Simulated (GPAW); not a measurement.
## Selenium (P3_121, 3 atoms a cell): G0W0 on several meshes in GPAW

Wanted: mesh dependence and cost of G0W0 for Selenium (P3_121, 3 atoms a cell).

Method: PBE and many-body steps on it, plane waves, in GPAW 26.7.0.

## 1. Set-up

Symmetry: P3_121, No. 152, trigonal system. The conventional cell has a = 4.366 Å, b = 4.366 Å, c = 4.954 Å, α = 90.00°, β = 90.00°, γ = 120.00°. Nearest to Se lie 2 Se at 2.37 Å.

Structure file:

```
Se
1.0
     4.36620    0.00000    0.00000
    -2.18310    3.78124    0.00000
     0.00000    0.00000    4.95360
Se
3
Direct
  0.22540 0.00000 0.33333
  0.00000 0.22540 0.66667
  0.77460 0.77460 0.00000
```

The cell and positions come from the Crystallography Open Database and are kept as given unless a step says otherwise.

## 2. Empty states on the mesh, 3×3×4 mesh, 385 bands

This step: GPAW 26.7.0; DFT, PBE, plane waves, PAW.

The sums over transitions need many empty states on a uniform mesh; this step solves for them.

run.py reads:

```python
import json
import numpy as np
from gpaw.mpi import world
from gpaw import GPAW

calc = GPAW('gs.gpw').fixed_density(kpts={'size': (3, 3, 4), 'gamma': True},
    parallel={'domain': 1, 'band': 1},
    txt='nscf.txt')
calc.diagonalize_full_hamiltonian(nbands=385)
calc.write('full.gpw', mode='all')
res = {}
kpts = calc.get_ibz_k_points()
res['kpts'] = kpts
res['eigenvalues'] = [calc.get_eigenvalues(kpt=k) for k in range(len(kpts))]
res['n_electrons'] = calc.get_number_of_electrons()

if world.rank == 0:
    with open('result.json', 'w') as f:
        json.dump(res, f, default=lambda x: x.tolist())
```

Started as:

```console
$ mpirun -n 8 gpaw python run.py
```

Numbers of over 12 decimals in the logs are rounded to 6 here.

The log of the run:

```text
Diagonalizing LCAO Hamiltonian
Converting LCAO to pw mode
convergence criteria:
- Maximum integral of absolute [eigenst]ate change: 4e-08 eV^2 / valence electron
maximum number of iterations: 100

SCF iterations
|iter     |     time |      energy | eigst |  dens |
|iter:   1|  |             | +0.81 |       |
|iter:   2|  |             | -0.39 |       |
|iter:   3|  |             | -1.98 |       |
|iter:   4|  |             | -3.44 |       |
|iter:   5|  |             | -4.27 |       |
|iter:   6|  |             | -5.84 |       |
|iter:   7|  |             | -6.87 |       |
|iter:   8|  |             | -7.89c|       |
SCF steps: 8
  __  _  _
 | _ |_)|_||  |
 |__||  | ||/\| - 26.7.0

Input parameters:
  mode=PW(ecut=450.000000),
  convergence={'density': 1e-06, 'bands': -3},
  gpts=array([24, 24, 25]),
  kpts=MonkhorstPack(size=(3, 3, 4), gamma=True),
  maxiter=100,
  nbands=16,
  occupations=Occupations(name='fermi-dirac', width=0.001, fixmagmom=False),
  parallel={'domain': 1, 'band': 1},
  xc=XC(name='PBE')
Matrix size: 1811x1811
# Writing to full.gpw (mode='all')
  [... matrices ...]

timing:  # [seconds]
  Total: 16.507  # ━━━━━━━━━━━━━━━━━━━━━━━━━━━━━━━━━━━━━━━━━━━━━━━━━━━━━━━━━━
```

Wall time 20 s (8 MPI ranks of Arm Neoverse V1, shared host); peak memory 3.1 GiB.

This step gave:

```yaml
gap: 1.240 eV
k_of_the_valence_top: 0.3333, 0.3333, 0.5
k_of_the_conduction_bottom: 0.3333, 0.3333, 0.5
least_direct_gap: 1.240 eV
k_points_computed: 14
lowest_point_of_the_top_converged_band_above_the_valence_top: 148.5390 eV
```

On this mesh the gap is 1.240 eV.

## 3. 3×3×4

Now the one-shot GW correction: screening in the RPA, then the self-energy of the levels asked for.

This step: G0W0 on PBE, plane waves, PAW.

run.py reads:

```python
import json
import numpy as np
from gpaw.mpi import world
from gpaw.response.g0w0 import G0W0

gw = G0W0('full.gpw',
    filename='gw',
    kpts=[0, 13],
    bands=(7, 11),
    ecut=96,
    nbands=174,
    integrate_gamma='WS',
    ppa=True)
gw.calculate()
res = {mode: {k: v for k, v in r.items() if k != 'sigma_eskwn'}
       for mode, r in gw.all_results.items()}

if world.rank == 0:
    with open('result.json', 'w') as f:
        json.dump(res, f, default=lambda x: x.tolist())
```

Started as:

```console
$ mpirun -n 8 gpaw python run.py
```

The log of the run:

```text
Using integrator: PointIntegrator
FrequencyGridDescriptor(from 0.000+0.000j to 0.000+27.211j eV, 2 points)
Nonperiodic BCs:  [False False False]
Using integrator: PointIntegrator
FrequencyGridDescriptor(from 0.000+0.000j to 0.000+27.211j eV, 2 points)
Nonperiodic BCs:  [False False False]
  ___  _ _ _
 |   || | | |
 | | || | | |
 |__ ||_____|
 |___|

BZ k-points: Symmetries present (total): 2

  [... matrices ...]
36 k-points: 3 x 3 x 4 Monkhorst-Pack grid + [0.000000,0.000000,1/8]
14 k-points in the irreducible part of the Brillouin zone
       k-points in crystal coordinates                weights
   0:     0.00000000    0.00000000    0.00000000          1/36
   1:     0.00000000    0.00000000    0.25000000          2/36
   2:     0.00000000    0.00000000    0.50000000          1/36
   3:     0.33333333   -0.33333333   -0.25000000          2/36
   4:     0.33333333   -0.33333333    0.00000000          2/36
   5:     0.33333333   -0.33333333    0.25000000          2/36
   6:     0.33333333   -0.33333333    0.50000000          2/36
   7:     0.33333333    0.00000000   -0.25000000          4/36
   8:     0.33333333    0.00000000    0.00000000          4/36
   9:     0.33333333    0.00000000    0.25000000          4/36
          ...
  13:     0.33333333    0.33333333    0.50000000          2/36

Distributing spins, k-points and bands (1 x 2 x 4) over 8 processes
Number of blocks: 1

Quasi particle states:
k-points (IBZ indices): [0, 13]
Band range: (7, 11)
  [... matrices ...]
Computational parameters:
Plane wave cut-off: 96 eV
Number of bands: 174
Coulomb cutoff: None
Broadening: 0.1 eV

fxc modes: GW
Kernel: RPA
Using Godby-Needs plasmon-pole approximation:
  Fitting energy: i*E0, E0 = 1.000 Hartree
Summing all q:

Calculating screened Coulomb potential
No Coulomb truncation
FrequencyGridDescriptor(from 0.000+0.000j to 0.000+27.211j eV, 2 points)
Removing empty qpoint cache files...

Calculating chi0 body with:
    Ground state adapter containing:
    Number of spins: 1
    Number of kpoints: 36
    Number of irreducible kpoints: 14
    Number of completely occupied states: 9
    Number of partially occupied states: 9
    Occupied states memory: 1.9775390625 M / cpu

    Linear response parametrization:
    q_c: [0.0, 0.0, 0.0]
    Number of frequency points: 2
    Planewave cutoff: 96.0
    Number of bands: 174
    Number of planewaves: 163
    Broadening (eta): 1e-06
    comm.size: 8
    kncomm.size: 8
    blockcomm.size: 1

    Memory estimate of potentially large arrays:
        chi0_wGG: 0.810822 M / cpu
Integrating chi0 body.

Symmetries of q_c:
    Direct symmetries (Uq -> q): 2
    Indirect symmetries (TUq -> q): 2
In total 4 allowed symmetries.

  [... matrices ...]
14 groups of equivalent kpoints. 61.111111% reduction.

Integral kind: response function
Integrating chi0 head and wings.

Symmetries of q_c:
    Direct symmetries (Uq -> q): 2
    Indirect symmetries (TUq -> q): 2
In total 4 allowed symmetries.

  [... matrices ...]
14 groups of equivalent kpoints. 61.111111% reduction.

Integral kind: response function wings

Calculating chi0 body with:
    Ground state adapter containing:
    Number of spins: 1
    Number of kpoints: 36
    Number of irreducible kpoints: 14
    Number of completely occupied states: 9
    Number of partially occupied states: 9
    Occupied states memory: 1.9775390625 M / cpu

[... the further q-points ...]

Results:
f:      Occupation numbers
eps:     KS-eigenvalues [eV]
vxc:     KS vxc [eV]
exx:     Exact exchange [eV]
sigma:   Self-energies [eV]
dsigma:  Self-energy derivatives
Z:       Renormalization factors
qp:      QP-energies [eV]

k-point 0 (0): (0.000, 0.000, 0.000)                GW
band       f     eps     vxc     exx   sigma  dsigma       Z      qp
                                                                   GW
   7   1.000   2.427 -13.887 -17.114   2.536  -0.322   0.756   1.905
   8   1.000   4.066 -15.007 -17.669   2.114  -0.301   0.769   3.645
   9   0.000   6.360 -15.038 -10.764  -3.682  -0.290   0.775   6.819
  10   0.000   6.360 -15.038 -10.764  -3.682  -0.290   0.775   6.819

k-point 1 (13): (0.333, 0.333, 0.500)                GW
band       f     eps     vxc     exx   sigma  dsigma       Z      qp
                                                                   GW
   7   1.000   4.261 -15.549 -17.458   1.494  -0.291   0.775   3.940
   8   1.000   4.261 -15.549 -17.458   1.494  -0.291   0.775   3.940
   9   0.000   5.501 -15.037 -11.239  -3.270  -0.280   0.781   5.914
  10   0.000   7.192 -15.138 -10.771  -3.747  -0.292   0.774   7.671
```

Run time: 39 s. Hardware: 8 MPI ranks; peak memory 2 GiB.

Numbers from this step:

* G0W0 gap on the points computed: 1.974 eV
* least direct G0W0 gap on the computed points: 1.974 eV
* Z at the valence top: 0.7748
* Z at the conduction bottom: 0.7814
* starting gap on the mesh: 1.240 eV
* k of the valence top: 0.3333, 0.3333, 0.5
* k of the conduction bottom: 0.3333, 0.3333, 0.5

The gap on the mesh goes from 1.24 eV to 1.97 eV, a correction of +0.73 eV.

## 4. Empty states on the mesh, 3×3×2 mesh, 184 bands

This step: DFT, PBE, plane waves, PAW.

run.py reads:

```python
import json
import numpy as np
from gpaw.mpi import world
from gpaw import GPAW

calc = GPAW('gs.gpw').fixed_density(kpts={'size': (3, 3, 2), 'gamma': True},
    parallel={'domain': 1, 'band': 1},
    txt='nscf.txt')
calc.diagonalize_full_hamiltonian(nbands=184)
calc.write('full.gpw', mode='all')
res = {}
kpts = calc.get_ibz_k_points()
res['kpts'] = kpts
res['eigenvalues'] = [calc.get_eigenvalues(kpt=k) for k in range(len(kpts))]
res['n_electrons'] = calc.get_number_of_electrons()

if world.rank == 0:
    with open('result.json', 'w') as f:
        json.dump(res, f, default=lambda x: x.tolist())
```

Started as:

```console
$ mpirun -n 8 gpaw python run.py
```

The log of the run:

```text
Diagonalizing LCAO Hamiltonian
Converting LCAO to pw mode
convergence criteria:
- Maximum integral of absolute [eigenst]ate change: 4e-08 eV^2 / valence electron
maximum number of iterations: 100

SCF iterations
|iter     |     time |      energy | eigst |  dens |
|iter:   1|  |             | +0.81 |       |
|iter:   2|  |             | -0.31 |       |
|iter:   3|  |             | -2.02 |       |
|iter:   4|  |             | -3.44 |       |
|iter:   5|  |             | -4.07 |       |
|iter:   6|  |             | -5.71 |       |
|iter:   7|  |             | -6.79 |       |
|iter:   8|  |             | -8.06c|       |
SCF steps: 8
  __  _  _
 | _ |_)|_||  |
 |__||  | ||/\| - 26.7.0

Input parameters:
  mode=PW(ecut=450.000000),
  convergence={'density': 1e-06, 'bands': -3},
  gpts=array([24, 24, 25]),
  kpts=MonkhorstPack(size=(3, 3, 2), gamma=True),
  maxiter=100,
  nbands=16,
  occupations=Occupations(name='fermi-dirac', width=0.001, fixmagmom=False),
  parallel={'domain': 1, 'band': 1},
  xc=XC(name='PBE')
Matrix size: 1811x1811
# Writing to full.gpw (mode='all')
  [... matrices ...]

timing:  # [seconds]
  Total: 7.957  # ━━━━━━━━━━━━━━━━━━━━━━━━━━━━━━━━━━━━━━━━━━━━━━━━━━━━━━━━━━━
```

Run time: 11 s. Hardware: 8 MPI ranks; peak memory 2.8 GiB; 90 s of CPU time.

Numbers from this step:

```
gap                                                           : 1.240 eV
k of the valence top                                          : 0.3333, 0.3333, 0.5
k of the conduction bottom                                    : 0.3333, 0.3333, 0.5
least direct gap                                              : 1.240 eV
k points computed                                             : 8
lowest point of the top converged band, above the valence top : 87.0694 eV
```

On this mesh the gap is 1.240 eV.

## 5. 3×3×2

This step: G0W0 on PBE, plane waves, PAW.

run.py reads:

```python
import json
import numpy as np
from gpaw.mpi import world
from gpaw.response.g0w0 import G0W0

gw = G0W0('full.gpw',
    filename='gw',
    kpts=[0, 7],
    bands=(7, 11),
    ecut=96,
    nbands=174,
    integrate_gamma='WS',
    ppa=True)
gw.calculate()
res = {mode: {k: v for k, v in r.items() if k != 'sigma_eskwn'}
       for mode, r in gw.all_results.items()}

if world.rank == 0:
    with open('result.json', 'w') as f:
        json.dump(res, f, default=lambda x: x.tolist())
```

Started as:

```console
$ mpirun -n 8 gpaw python run.py
```

The log of the run:

```text
Using integrator: PointIntegrator
FrequencyGridDescriptor(from 0.000+0.000j to 0.000+27.211j eV, 2 points)
Nonperiodic BCs:  [False False False]
Using integrator: PointIntegrator
FrequencyGridDescriptor(from 0.000+0.000j to 0.000+27.211j eV, 2 points)
Nonperiodic BCs:  [False False False]
  ___  _ _ _
 |   || | | |
 | | || | | |
 |__ ||_____|
 |___|

BZ k-points: Symmetries present (total): 2

  [... matrices ...]
18 k-points: 3 x 3 x 2 Monkhorst-Pack grid + [0.000000,0.000000,1/4]
8 k-points in the irreducible part of the Brillouin zone
       k-points in crystal coordinates                weights
   0:     0.00000000    0.00000000    0.00000000          1/18
   1:     0.00000000    0.00000000    0.50000000          1/18
   2:     0.33333333   -0.33333333    0.00000000          2/18
[...]
6:     0.33333333    0.33333333    0.00000000          2/18
   7:     0.33333333    0.33333333    0.50000000          2/18

Distributing spins, k-points and bands (1 x 2 x 4) over 8 processes
Number of blocks: 1

Quasi particle states:
k-points (IBZ indices): [0, 7]
Band range: (7, 11)
  [... matrices ...]
Computational parameters:
Plane wave cut-off: 96 eV
Number of bands: 174
Coulomb cutoff: None
Broadening: 0.1 eV

fxc modes: GW
Kernel: RPA
Using Godby-Needs plasmon-pole approximation:
  Fitting energy: i*E0, E0 = 1.000 Hartree
Summing all q:

Calculating screened Coulomb potential
No Coulomb truncation
FrequencyGridDescriptor(from 0.000+0.000j to 0.000+27.211j eV, 2 points)
Removing empty qpoint cache files...

Calculating chi0 body with:
    Ground state adapter containing:
    Number of spins: 1
    Number of kpoints: 18
    Number of irreducible kpoints: 8
    Number of completely occupied states: 9
    Number of partially occupied states: 9
[...]
q_c: [0.0, 0.0, 0.0]
    Number of frequency points: 2
    Planewave cutoff: 96.0
    Number of bands: 174
    Number of planewaves: 163
    Broadening (eta): 1e-06
    comm.size: 8
    kncomm.size: 8
    blockcomm.size: 1

    Memory estimate of potentially large arrays:
        chi0_wGG: 0.810822 M / cpu
Integrating chi0 body.

Symmetries of q_c:
    Direct symmetries (Uq -> q): 2
    Indirect symmetries (TUq -> q): 2
In total 4 allowed symmetries.

  [... matrices ...]
8 groups of equivalent kpoints. 55.555556% reduction.

Integral kind: response function
Integrating chi0 head and wings.

Symmetries of q_c:
    Direct symmetries (Uq -> q): 2
    Indirect symmetries (TUq -> q): 2
In total 4 allowed symmetries.

  [... matrices ...]
8 groups of equivalent kpoints. 55.555556% reduction.

Integral kind: response function wings

Calculating chi0 body with:
    Ground state adapter containing:
    Number of spins: 1
    Number of kpoints: 18
    Number of irreducible kpoints: 8
    Number of completely occupied states: 9
    Number of partially occupied states: 9
    Occupied states memory: 1.9775390625 M / cpu

[... the further q-points ...]

Results:
f:      Occupation numbers
eps:     KS-eigenvalues [eV]
vxc:     KS vxc [eV]
exx:     Exact exchange [eV]
sigma:   Self-energies [eV]
dsigma:  Self-energy derivatives
Z:       Renormalization factors
qp:      QP-energies [eV]

k-point 0 (0): (0.000, 0.000, 0.000)                GW
band       f     eps     vxc     exx   sigma  dsigma       Z      qp
                                                                   GW
   7   1.000   2.427 -13.887 -17.118   2.557  -0.316   0.760   1.916
   8   1.000   4.066 -15.007 -17.712   2.169  -0.302   0.768   3.655
   9   0.000   6.360 -15.038 -10.752  -3.716  -0.290   0.775   6.802
[...]
k-point 1 (7): (0.333, 0.333, 0.500)                GW
band       f     eps     vxc     exx   sigma  dsigma       Z      qp
                                                                   GW
[...]
9   0.000   5.501 -15.037 -11.014  -3.490  -0.284   0.779   5.916
  10   0.000   7.192 -15.138 -10.696  -3.851  -0.293   0.773   7.648
```

The job ended after 17 s (8 MPI ranks; peak memory 1.9 GiB).

Numbers from this step:

| Item | Value |
| --- | --- |
| G0W0 gap on the points computed | 1.956 eV |
| least direct G0W0 gap on the computed points | 1.956 eV |
| Z at the valence top | 0.7735 |
| Z at the conduction bottom | 0.7786 |
| starting gap on the mesh | 1.240 eV |
| k of the valence top | 0.3333, 0.3333, 0.5 |
| k of the conduction bottom | 0.3333, 0.3333, 0.5 |

Against G0W0 in GPAW (3×3×4 mesh, 174 bands, screening to 96 eV, Godby-Needs plasmon pole), the gap moves by −0.018 eV.

## 6. The runs together

Times are wall times on 8 MPI ranks of Arm Neoverse V1, shared host, good to a factor of about two.

```
  run   mesh  bands  screening cutoff (eV)  DFT gap (eV)  gap on the mesh (eV)  direct (eV)  time
3×3×4  3×3×4    174                     96         1.240                 1.974        1.974  39 s
3×3×2  3×3×2    174                     96         1.240                 1.956        1.956  17 s
```

## 7. What came out

```json
{
  "3×3×4": "1.974 eV",
  "3×3×2": "1.956 eV",
  "known limits": "not at the basis limit; no spin-orbit coupling; coarse k mesh"
}
```

In words: 3×3×2: −0.018 eV against 3×3×4. Bands and cutoff are finite, so the gap is not at the basis limit. The miss can reach some tenths of an eV and take either sign; the mesh is an error of its own. These stock PAW sets were not made for GW; the filled d or f shell of Se lies in the frozen core, which bears on start and correction. In the G0W0 runs levels were corrected at 2 k points alone, so a gap called «on the mesh» is the least over those, and an edge elsewhere would be missed. A denser mesh or path gives a starting gap of 1.01 eV: the GW mesh misses a band edge, so its gaps are not the fundamental one. The 3×3×4 mesh is coarse for this cell, which bears on the long-range parts of exchange and screening. The many-body steps are scalar-relativistic: spin-orbit coupling is not in them.

[Paths, hosts, dates, memory and timing lines, banners, echoed tables and standing remarks are left out of the program output.]

[Logs are printed without paths, hosts, clocks, repeated set-up lines and the standing remarks that a program may print on its own settings, such as how far it seeks lower states.]

[Runs of the session that timed out or met a known fault of the program may be left out.]

[Hosts, paths, dates, database ids (printed as entryN), source tags and the programs' standing remarks are cut or masked in the printed files.]
